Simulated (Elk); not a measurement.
# Fe: which magnetic order is lowest, part 2 of 2

A self-consistent run ends on one state, which hangs on the start. Several orders of Fe are started in Elk and their energies compared.

Elk 11.2.3 (patched build); PBE; all-electron APW+lo, Dirac cores, scalar-relativistic bands.

So far, largest spin moment in the muffin-tin sphere (μB): step 2 (run 1 (ferro +)) 2.34; step 3 (start 2: antiferro q=(0,0,1/2) +-) 2.14.

The database entry behind the starting cell differs from later determinations by our own check (an axis about 0.7 % long against later determinations), so it need not match the best structure at ambient conditions.

**4. Run 3 (antiferro q=(1/2,1/2,1/2) +-)**

Reversing part of the moments tests the sign of the couplings between them.

The cell is doubled to 2 atoms to hold this order. Its mesh is chosen so that both cells sample the same points.

Contents of elk.in:

```
tasks
  0

xctype
  20

reducebf
  0.5

epsengy
  1e-05

maxscl
  100

rgkmax
  7.0

nempty
  12

swidth
  0.003

lmaxi
  3

spinpol
  .true.

sppath
  './'

avec
  -5.45374959567 5.45374959567 5.45374959567
  0.00000000000 0.00000000000 5.45374959567
  0.00000000000 5.45374959567 0.00000000000

atoms
  1
  'Fe.in'
  2
  0.0000000000 0.0000000000 0.0000000000   0.000000 0.000000 -0.140000
  0.5000000000 0.0000000000 0.0000000000   0.000000 0.000000 0.140000

ngridk
  6 12 12
```

Run with:

```sh
> OMP_NUM_THREADS=2 elk
```

Numbers of over 12 decimals in the logs are rounded to 6 here.

The log of the run:

```text
┌─────────────────────────┐
│ Elk code version 11.2.3 │
└─────────────────────────┘

All units are atomic (Hartree, Bohr, etc.)

┌─────────────────────────────────────────────────┐
│ Ground-state run starting from atomic densities │
└─────────────────────────────────────────────────┘

Lattice vectors :
  -5.453749596       5.453749596       5.453749596
   0.000000000       0.000000000       5.453749596
   0.000000000       5.453749596       0.000000000

Species : 1 (Fe)
 muffin-tin radius :    2.336542848
[...]
atom 2                    :    24.95770787     ( -0.2242659125E-06)
 total in muffin-tins        :    49.91541573
 total calculated charge     :    52.00017971
 total charge                :    52.00000000
 error                       :   0.1797054554E-03

Moments :
 interstitial                :   0.8659586903E-18
 muffin-tins
  species : 1 (Fe)
   atom 1                    :    1.843466727
   atom 2                    :   -1.843466727
 total in muffin-tins        :   0.8881784197E-15
 total moment                :   0.8890443784E-15

┌──────────────────────────────┐
│ Self-consistent loop stopped │
└──────────────────────────────┘

Wrote STATE.OUT

[key lines of the parts left out:]
total energy                :     -2545.5668549609
```

Wall time 3.6 min (2 threads of Arm Neoverse N1, shared host); peak memory 0.16 GiB; 7.1 min of CPU time.

Spin moment in the muffin-tin sphere by atom:

```tsv
atom	spin moment in the muffin-tin sphere (μB)
Fe1	1.84
Fe2	-1.84
```

This step gave:

```yaml
density_of_states_at_the_fermi_level: 5.660 states/eV/cell
moment_between_the_spheres: 0 μB
magnetization: 0 μB
final_state: antiferromagnetic
```

It lies 444 meV a seeded atom over the first start, and its largest moment is 1.84 μB against 2.34 μB.

**5. Order 4, typed as no spin polarisation**

This run holds no moments, which gives a state to set the others against.

Contents of elk.in:

```
tasks
  0

xctype
  20

epsengy
  1e-05

maxscl
  100

rgkmax
  7.0

nempty
  12

swidth
  0.003

lmaxi
  3

sppath
  './'

avec
  -2.72687479783 2.72687479783 2.72687479783
  2.72687479783 -2.72687479783 2.72687479783
  2.72687479783 2.72687479783 -2.72687479783

atoms
  1
  'Fe.in'
  1
  0.0000000000 0.0000000000 0.0000000000   0.000000 0.000000 0.000000

ngridk
  12 12 12
```

Run with:

```sh
> OMP_NUM_THREADS=2 elk
```

The log of the run:

```text
┌─────────────────────────┐
│ Elk code version 11.2.3 │
└─────────────────────────┘

All units are atomic (Hartree, Bohr, etc.)

┌─────────────────────────────────────────────────┐
│ Ground-state run starting from atomic densities │
└─────────────────────────────────────────────────┘

Lattice vectors :
  -2.726874798       2.726874798       2.726874798
   2.726874798      -2.726874798       2.726874798
   2.726874798       2.726874798      -2.726874798

Species : 1 (Fe)
 muffin-tin radius :    2.336542848
[...]
Estimated direct band gap   :   0.5843998049E-02
 at k-point 21

Charges :
 core                        :    10.00000000
 valence                     :    16.00000000
 interstitial                :    1.044750202
 muffin-tins (core leakage)
  species : 1 (Fe)
   atom 1                    :    24.95524980     ( -0.2242659747E-06)
 total in muffin-tins        :    24.95524980
 total calculated charge     :    26.00020567
 total charge                :    26.00000000
 error                       :   0.2056702798E-03

┌──────────────────────────────┐
│ Self-consistent loop stopped │
└──────────────────────────────┘

Wrote STATE.OUT

[key lines of the parts left out:]
total energy                :     -1272.7792239865
```

Elapsed: 10 s, on 2 threads; peak memory 0.04 GiB.

Numbers from this step:

- density of states at the Fermi level: 3.914 states/eV/cell
- final state: non-magnetic (no spin polarisation)

It lies 559 meV a seeded atom over the first start.

**6. Another try**

An input with a fault is tried, to see how the program answers.

Contents of elk.in:

```
tasks
  0

xctype
  20

reducebf
  0.5

epsengy
  1e-05

maxscl
  60

rgkmax
  7.0

nempty
  0

swidth
  0.003

lmaxi
  3

spinpol
  .true.

sppath
  './'

avec
  -2.72687479783 2.72687479783 2.72687479783
  2.72687479783 -2.72687479783 2.72687479783
  2.72687479783 2.72687479783 -2.72687479783

atoms
  1
  'Fe.in'
  1
  0.0000000000 0.0000000000 0.0000000000   0.000000 0.000000 -0.140000

ngridk
  12 12 12
```

Run with:

```sh
> OMP_NUM_THREADS=2 elk
```

The log of the run:

```text
┌─────────────────────────────────┐
│ Elk code version 11.2.3 started │
└─────────────────────────────────┘

Error(readinput): nempty <= 0 :    0.000000000
```

Run time: 0.02 s. Hardware: 2 threads; peak memory 0.05 GiB.

The input was rejected at the start.

The fault put into the input: no empty states.

Spin-polarised states are built from the spinless ones, so without empty states the majority spin has nowhere to go; ten or more an atom are usual.

**7. The states side by side**

These are free energies at a smearing of 0.0816 eV, so its entropy term is in the differences. They are divided by the number of seeded atoms, so that cells of unlike size compare. Wavevectors q in the names are fractions of the reciprocal vectors of the first run's cell.

Orders:

```tsv
start	final state	typed order kept	energy over the lowest (meV a seeded atom)	largest sphere moment (μB)	net moment (μB a primitive cell)	DOS at the Fermi level (states/eV a primitive cell)	mesh matched	CPU time (s)
ferro +	ferromagnetic	yes	0	2.338	2.288	0.9318	yes	130.2
antiferro q=(0,0,1/2) +-	antiferromagnetic	yes	210.2	2.143	0	1.53	yes	1268
antiferro q=(1/2,1/2,1/2) +-	antiferromagnetic	yes	444.3	1.843	0	2.83	yes	428.9
no spin polarisation	non-magnetic	-	558.7	0	0	3.914	yes	18.92
```

**8. Spin–orbit coupling**

Orbital moments arise only with spin–orbit coupling, and measured moments hold them.

The run goes on from the saved lowest state, with the moments along the z axis of the cell.

Contents of elk.in:

```
tasks
  1
  15

xctype
  20

reducebf
  0.5

epsengy
  1e-05

maxscl
  100

rgkmax
  7.0

nempty
  12

swidth
  0.003

lmaxi
  3

spinpol
  .true.

spinorb
  .true.

cmagz
  .true.

sppath
  './'

avec
  -2.72687479783 2.72687479783 2.72687479783
  2.72687479783 -2.72687479783 2.72687479783
  2.72687479783 2.72687479783 -2.72687479783

atoms
  1
  'Fe.in'
  1
  0.0000000000 0.0000000000 0.0000000000   0.000000 0.000000 -0.000140

ngridk
  12 12 12
```

Run with:

```sh
> OMP_NUM_THREADS=2 elk
```

The log of the run:

```text
Warning(chksvso): spin-orbit splittings by the second variation are low [figures from our tests cut]: local-orbitals by j (lorbdm 7 and 8, zora) mend levels alone

--- INFO.OUT ---
┌─────────────────────────┐
│ Elk code version 11.2.3 │
└─────────────────────────┘

All units are atomic (Hartree, Bohr, etc.)

┌──────────────────────────────────────────┐
│ Ground-state run resuming from STATE.OUT │
└──────────────────────────────────────────┘

Lattice vectors :
  -2.726874798       2.726874798       2.726874798
   2.726874798      -2.726874798       2.726874798
   2.726874798       2.726874798      -2.726874798

Species : 1 (Fe)
 parameters loaded from : Fe.in
 name : iron
 nuclear charge    :   -26.00000000
 electronic charge :    26.00000000
 atomic mass :    101799.2075
 muffin-tin radius :    2.336542848
 number of radial points in muffin-tin :    993
 inner part over the whole radius :   0.9974870244E-02
 number on inner part of muffin-tin    :    700
 approximate nuclear radius :   0.7160107270E-04
 number of mesh points to nuclear radius :    332
 atomic positions (lattice), magnetic fields (Cartesian) :
  1 :   0.00000000  0.00000000  0.00000000    0.00000000  0.00000000  0.00000000

Total number of atoms per unit cell :    1
Total muffin-tin volume :    53.43303687
 ratio of muffin-tin to unit cell volume :   0.6588010343

Spin treatment :
 spin-polarised
 spin-orbit coupling
 global magnetic field (Cartesian) :    0.000000000       0.000000000       0.000000000
 collinear magnetisation in z-direction

Number of Bravais lattice symmetries :   48
Number of crystal symmetries         :    8
Crystal has inversion symmetry
Real symmetric eigensolver will be used

k-point grid :     12    12    12
k-point offset :    0.000000000       0.000000000       0.000000000
k-point set is reduced with full crystal symmetry group
Total number of k-points :      242

Muffin-tin radius times maximum |G+k| :    7.000000000
 using average radius
Maximum |G+k| for APW functions       :    2.995879150
Maximum (1/2)|G+k|²                   :    4.487645939
Maximum |G| for potential and density :    12.00000000
Constant for pseudocharge density :    7
 order of it for each species :   14
 order of it for pair densities of each species (exact exchange by exxq0 0: 14) :   10
Radial integration step length :    1

G-vector grid sizes :     20    20    20
Number of G-vectors :     2347

Maximum angular momentum used for
 APW functions            :    8
 outer part of muffin-tin :    6
 inner part of muffin-tin :    3

Number of empty states         :     12
Total number of valence states :     42
Total number of core states    :     10

Third-order local-orbitals added for an l without core states : T
Total number of local-orbitals :     23

Exchange-correlation functional :     20     0     0
 Perdew-Burke-Ernzerhof, Phys. Rev. Lett. 77, 3865 (1996)
 gradient requirement :    1
 generalised gradient approximation (GGA)

Smearing type :    3
 Fermi-Dirac
Smearing width :   0.3000000000E-02
Effective electronic temperature (K) :    947.3250744

Mixing type :    3
 Broyden mixing, J. Phys. A: Math. Gen. 17, L317 (1984)

Potential read in from STATE.OUT

┌──────────────────────────────┐
│ Self-consistent loop started │
└──────────────────────────────┘

[... earlier loops left out ...]

┌──────────────────┐
│ Loop number : 11 │
└──────────────────┘

Energies :
 Fermi                       :     0.294535
 sum of occupied eigenvalues :     -736.81341457909
 electron kinetic            :      1290.0101649555
 core electron kinetic       :      1149.7593251547
 Coulomb                     :     -2506.8730366946
 Coulomb potential           :     -1954.2157175556
 nuclear-nuclear             :     -225.54407463171
 electron-nuclear            :     -2617.4267782052
 Hartree                     :      336.09781614227
 Madelung                    :     -1529.7651779168
 xc potential                :     -72.490899143115
 xc effective B-field        :    -0.116963
 external B-field            :      0.000000
 exchange                    :     -54.730631092651
 correlation                 :     -1.206030
 electron entropic           :    -0.75003187867270E-03
 total energy                :     -1272.8002827358
 (external B-field energy excluded from total)

Density of states at Fermi energy :    25.37662288
 (states/Hartree/unit cell)

Estimated indirect band gap :   0.1589178267E-03
 from k-point 13 to k-point 6
Estimated direct band gap   :   0.1259814997E-02
 at k-point 242

Charges :
 core                        :    10.00000000
 valence                     :    16.00000000
 interstitial                :    1.044117617
 muffin-tins (core leakage)
  species : 1 (Fe)
   atom 1                    :    24.95588238     ( -0.2242659480E-06)
 total in muffin-tins        :    24.95588238
 total calculated charge     :    25.99985759
 total charge                :    26.00000000
 error                       :   0.1424066899E-03

Moments :
 interstitial                :  -0.4987901972E-01
 muffin-tins
  species : 1 (Fe)
   atom 1                    :    2.335287164
 total in muffin-tins        :    2.335287164
 total moment                :    2.285408144

┌──────────────────────────────┐
│ Self-consistent loop stopped │
└──────────────────────────────┘

Wrote STATE.OUT
```

Run time: 3.3 min. Hardware: 2 threads; peak memory 0.1 GiB; 6.4 min of CPU time.

This step gave:

| Quantity | Value |
| --- | --- |
| density of states at the Fermi level | 0.9326 states/eV/cell |
| moment between the spheres | -0.04988 μB |
| magnetization | 2.285 μB |
| final state | ferromagnetic |
| largest moment | 2.335 μB |

Orbital moment <L> in the sphere by atom:

```tsv
atom	x (μB)	y (μB)	z (μB)	size
Fe1	0.0000	0.0000	0.0475	0.0475
```

**9. Results**

| Quantity | Value |
| --- | --- |
| lowest state found | ferromagnetic (typed ferro +) |
| largest site moment | 2.34 μB |
| next state | antiferromagnetic, 210 meV a seeded atom higher |
| energy gained by spin polarisation | 559 meV a seeded atom |
| with spin–orbit coupling: largest spin moment and its orbital moment | 2.34 and 0.0475 μB |

The lowest state found is ferromagnetic, reached from the start ferro +, with moments up to 2.34 μB. The next state costs 210 meV a seeded atom. The orbital moment is almost quenched. Only 4 starts are shown; other collinear patterns, canted and longer-period orders are not.

[Logs and program files are shortened in this print: banners, set-up blocks, solver, clock and traceback lines can be left out without a mark of their own.]

[Logs are printed without paths, hosts, clocks, repeated set-up lines and the standing remarks that a program may print on its own settings, such as how far it seeks lower states.]

[Hosts, paths, dates, database ids (printed as entryN), source tags and the programs' standing remarks are cut or masked in the printed files.]

[Where a cell is said to come from a database of computed structures, the database is the Materials Project.]
